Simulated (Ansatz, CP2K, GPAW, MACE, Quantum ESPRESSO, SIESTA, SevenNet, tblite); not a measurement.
# Random packing of Al85Si15 (at. %) (104 atoms) in CP2K, part 2 of 2

Aim: run random packing of Al85Si15 (at. %) (104 atoms) in CP2K and see how near its forces come to a plane-wave reference, and at what cost.

Program: CP2K 2026.2; the method stands at each step. Banners, paths, timers and routine set-up lines are dropped from the logs unmarked, and long logs keep their key lines alone; longer cuts are marked.

So far. Step 3 (PBE, DZVP-MOLOPT-SR, 122/50 Ry, diagonalisation): Against the first run (1.6 %), the force difference from the reference is 1.6 %, at 0.90 times the CPU time: the change moves forces by 0.075 meV/Å r.m.s., so most of the difference comes from elsewhere.

## 4. PBE, DZVP-MOLOPT-SR, 244/50 Ry, diagonalisation

Method: Kohn-Sham DFT, PBE, GTH-PBE pseudopotentials, Gaussian and plane waves, DZVP-MOLOPT-SR-GTH, diagonalisation.

input.inp

```
&GLOBAL
  PROJECT cell
  RUN_TYPE ENERGY_FORCE
  PRINT_LEVEL LOW
&END GLOBAL
&FORCE_EVAL
  METHOD QS
  STRESS_TENSOR ANALYTICAL
  &DFT
    BASIS_SET_FILE_NAME BASIS_MOLOPT
    POTENTIAL_FILE_NAME GTH_POTENTIALS
    &MGRID
      CUTOFF 244
      REL_CUTOFF 50
    &END MGRID
    &QS
      EPS_DEFAULT 1.0E-12
    &END QS
    &SCF
      SCF_GUESS ATOMIC
      EPS_SCF 1.0E-06
      MAX_SCF 200
      ADDED_MOS 42
      &DIAGONALIZATION
        ALGORITHM STANDARD
      &END DIAGONALIZATION
      &SMEAR ON
        METHOD FERMI_DIRAC
        ELECTRONIC_TEMPERATURE [K] 580
      &END SMEAR
      &MIXING
        METHOD BROYDEN_MIXING
        ALPHA 0.15
        NBROYDEN 8
      &END MIXING
      &PRINT
        &RESTART OFF
        &END RESTART
      &END PRINT
    &END SCF
    &XC
      &XC_FUNCTIONAL PBE
      &END XC_FUNCTIONAL
    &END XC
    &PRINT
      &MULLIKEN ON
      &END MULLIKEN
      &HIRSHFELD ON
        SHAPE_FUNCTION DENSITY
      &END HIRSHFELD
      &MO ON
        EIGENVALUES T
        OCCUPATION_NUMBERS T
        MO_INDEX_RANGE 153 176
        &EACH
          QS_SCF 0
        &END EACH
        ADD_LAST NUMERIC
      &END MO
    &END PRINT
  &END DFT
  &SUBSYS
    &CELL
      A 12.40380 0.00000 0.00000
      B 0.00000 12.40380 0.00000
      C 0.00000 0.00000 12.40380
    &END CELL
    &TOPOLOGY
      COORD_FILE_NAME structure.xyz
      COORD_FILE_FORMAT XYZ
    &END TOPOLOGY
    &KIND Al
      BASIS_SET DZVP-MOLOPT-SR-GTH-q3
      POTENTIAL GTH-PBE-q3
    &END KIND
    &KIND Si
      BASIS_SET DZVP-MOLOPT-SR-GTH-q4
      POTENTIAL GTH-PBE-q4
    &END KIND
  &END SUBSYS
  &PRINT
    &FORCES ON
    &END FORCES
    &STRESS_TENSOR ON
    &END STRESS_TENSOR
  &END PRINT
&END FORCE_EVAL
```

structure.xyz

```xyz
104

Al 10.62634 1.20205 11.87664
Al 8.88497 8.41275 0.38973
Al 3.15044 4.18442 10.18885
Al 8.77110 2.56597 10.49796
Al 1.67327 4.81751 1.17191
Al 0.52555 0.04490 4.66867
Al 1.23381 9.14607 12.21018
Al 7.36401 9.22743 3.69857
Al 0.47804 4.64435 9.73326
Al 2.58545 6.58729 2.34990
Al 4.36130 5.02515 2.09500
Al 10.65474 3.81008 4.44056
Al 7.05789 0.80885 10.40877
Al 10.06420 8.85346 8.19395
Al 6.37642 10.41001 7.92330
Al 4.48645 10.83881 10.21304
Al 2.75997 10.85680 5.25164
Al 5.40694 2.93251 8.78350
Al 1.19759 3.54463 11.67632
Al 0.03721 4.40012 2.79086
[... 80 atom lines left out ...]
Si 0.06326 7.27322 1.87595
Si 4.90608 0.17030 4.59052
Si 2.50755 6.10602 11.96471
Si 11.25657 2.81938 10.39538
```

The run is started by

```console
$ OMP_NUM_THREADS=2 cp2k.psmp -i input.inp > output.txt
```

Numbers of over 12 decimals in the logs are rounded to 6 here.

What it wrote:

```text
CP2K| version string:                                       CP2K version 2026.2
 CP2K| Input file name                                                 input.inp
 GLOBAL| Basis set file name                                        BASIS_MOLOPT
 GLOBAL| Potential file name                                      GTH_POTENTIALS
[... lines left out ...]
 Number of electrons:                                                        328
[... lines left out ...]
  Step     Update method      Time    Convergence         Total energy    Change
[... lines left out ...]
  *** SCF run converged in    19 steps ***
[... lines left out ...]
  Fermi energy:                                                 0.211387
  Total energy:                                              -242.586896
  Total energy (extrapolated to T->0):                       -242.579247
[... lines left out ...]
 MO| E(Fermi):            0.211387 a.u.          5.752138 eV
[... lines left out ...]
 ENERGY| Total FORCE_EVAL ( QS ) energy [hartree]           -242.586929
[... lines left out ...]
 FORCES|      1  3.72873203E-03 -5.94918133E-02 -4.30183334E-03   5.97635764E-02
 FORCES|      2 -2.01529903E-02 -3.02905132E-02  6.50659760E-04   3.63879316E-02
 FORCES|      3  4.56987756E-02  3.04357658E-02  8.16946552E-03   5.55108467E-02
[...]
FORCES|    103 -1.96431647E-02  2.60621248E-02 -5.77973894E-02   6.63748935E-02
 FORCES|    104  1.99573564E-02 -1.65483970E-02 -5.91430801E-02   6.45759200E-02
 FORCES| Sum     5.92439172E-07  2.93486423E-07  1.12790939E-07
 FORCES| Total atomic force                                       6.70701311E-07
 STRESS| Analytical stress tensor [bar]
 STRESS|                        x                   y                   z
 STRESS|      x        1.32495238052E+05   1.99583229040E+04   4.53752285283E+03
 STRESS|      y        1.99583229040E+04   1.43773843683E+05   2.93855216364E+03
 STRESS|      z        4.53752285283E+03   2.93855216364E+03   1.38169551205E+05
 STRESS| 1/3 Trace                                             1.38146210980E+05
```

The job ended after 2.9 min (2 threads of Arm Neoverse V1, shared host; peak memory 1.5 GiB; 5.3 min of CPU time).

Compared with the plane-wave run:

| Property | Result |
| --- | --- |
| r.m.s. force component | 1.412 eV/Å |
| r.m.s. difference of force components | 22.66 meV/Å |
| longest difference of force vectors | 92.75 meV/Å |
| force difference over r.m.s. force | 1.589 % |
| slope of forces against the reference's | 0.9899 |
| correlation of force components | 0.9999 |
| pressure | 13.81 GPa |
| pressure difference | -0.3975 GPa |
| energy less the same-level run's | -0.0001 meV/atom |
| r.m.s. force difference from the same-level run | 0.003 meV/Å |

Against the first run (1.6 %), the force difference from the reference is 1.6 %, at 0.82 times the CPU time: the change moves forces by under 0.01 meV/Å r.m.s., so most of the difference comes from elsewhere.

## 5. All runs compared

Differences are against the plane-wave reference, forces as r.m.s. over components; share is that over the reference's r.m.s. force, slope the least-squares factor from reference forces to these. Total energies of different programs have different zeros and aren't compared.

```tsv
run	Δ force, r.m.s. (meV/Å)	share (%)	slope	Δ pressure (GPa)	cores	CPU time	memory (GiB)
reference	-	-	-	-	4	71 s	2.0
CP2K PBE, DZVP-MOLOPT-SR, 350/50 Ry, diagonalisation	22.7	1.59	0.990	-0.398	2	6.4 min	2.3
CP2K PBE, DZVP-MOLOPT-SR, 122/50 Ry, diagonalisation (coarse)	22.7	1.59	0.990	-0.398	2	5.8 min	0.89
CP2K PBE, DZVP-MOLOPT-SR, 244/50 Ry, diagonalisation (coarse)	22.7	1.59	0.990	-0.398	2	5.3 min	1.5
```

Rows marked coarse were listed beforehand as settings not expected to be converged; some can still land near the reference.

CPU time is summed over cores on a shared host, where runs went side by side, so it is rough. Symmetry, cutoffs, thresholds, outputs and thread counts weren't matched or tuned between programs; memory under MPI is the largest rank's times the ranks.

Mean charges by element (e), by run and scheme:

```tsv
run	scheme	Al	Si
reference	Löwdin	+0.06	-0.04
CP2K PBE, DZVP-MOLOPT-SR, 350/50 Ry, diagonalisation	Mulliken	+0.09	-0.49
CP2K PBE, DZVP-MOLOPT-SR, 350/50 Ry, diagonalisation	Hirshfeld	+0.01	-0.05
CP2K PBE, DZVP-MOLOPT-SR, 244/50 Ry, diagonalisation	Mulliken	+0.09	-0.49
CP2K PBE, DZVP-MOLOPT-SR, 244/50 Ry, diagonalisation	Hirshfeld	+0.01	-0.05
```

The reference's Löwdin charges lack the electrons that the projection spills, 0.046 e an atom on average.

Within one program, basis, potentials and functional, energies share a zero. Each run against its twin at the usual cutoff or grid and solver:

```tsv
run	twin	Δ energy (meV/atom)	Δ force, r.m.s. (meV/Å)	CPU time over the twin's
CP2K PBE, DZVP-MOLOPT-SR, 122/50 Ry, diagonalisation	DZVP-MOLOPT-SR, 350/50 Ry, diagonalisation	2.0e-4	0.075	0.90
CP2K PBE, DZVP-MOLOPT-SR, 244/50 Ry, diagonalisation	DZVP-MOLOPT-SR, 350/50 Ry, diagonalisation	-1.0e-4	0.003	0.82
```

A second geometry, displaced anew (every atom was moved at random, 0.04 Å r.m.s. a Cartesian component), gives an energy difference that all programs can be tested on. The reference puts it at 18.49 meV/atom.

```tsv
run	energy less the first geometry's (meV/atom)	error (meV/atom)	force share at the second geometry (%)
CP2K PBE, DZVP-MOLOPT-SR, 350/50 Ry, diagonalisation	18.43	-0.0665	1.58
CP2K PBE, DZVP-MOLOPT-SR, 122/50 Ry, diagonalisation	18.43	-0.0667	1.58
CP2K PBE, DZVP-MOLOPT-SR, 244/50 Ry, diagonalisation	18.43	-0.0665	1.58
```

## 6. Outcome

```yaml
nearest_in_forces: a tie at 1.6 % of 3 runs: CP2K PBE, DZVP-MOLOPT-SR, 350/50 Ry, diagonalisation; CP2K PBE, DZVP-MOLOPT-SR, 122/50 Ry, diagonalisation (coarse); CP2K PBE, DZVP-MOLOPT-SR, 244/50 Ry, diagonalisation (coarse)
```

The PBE run in local orbitals, coarse settings apart, differs by 1.6 % (CP2K PBE, DZVP-MOLOPT-SR, 350/50 Ry, diagonalisation); basis, grid and potentials can all enter. Runs with settings chosen to be coarse differ by 1.6 % in each run, their programs' other errors included. None of the electronic-structure runs in the table takes under half the reference's CPU time of 71 s; they take 4.5 to 5.5 times as much. Charges hang on scheme and program or settings: among these rows the mean for Si runs from -0.49 to -0.04 e. All runs miss the energy difference between the two geometries, 18.5 meV/atom in the reference, by about 0.067 meV/atom. The reference's pressure of 14 GPa belongs to a cell and atoms that aren't relaxed at this level. The electronic-structure runs sample only Γ, in a cell whose shortest periodic width is 12 Å, which is coarse for a cell with partly filled levels.

[Also dropped from logs without a mark: logging warnings of Python, and SIESTA's first energy breakdown and zero terms.]

[Logs are printed without paths, hosts, clocks, repeated set-up lines and the standing remarks that a program may print on its own settings, such as how far it seeks lower states.]

[Hosts, paths, dates, database ids (printed as entryN), source tags and the programs' standing remarks are cut or masked in the printed files.]
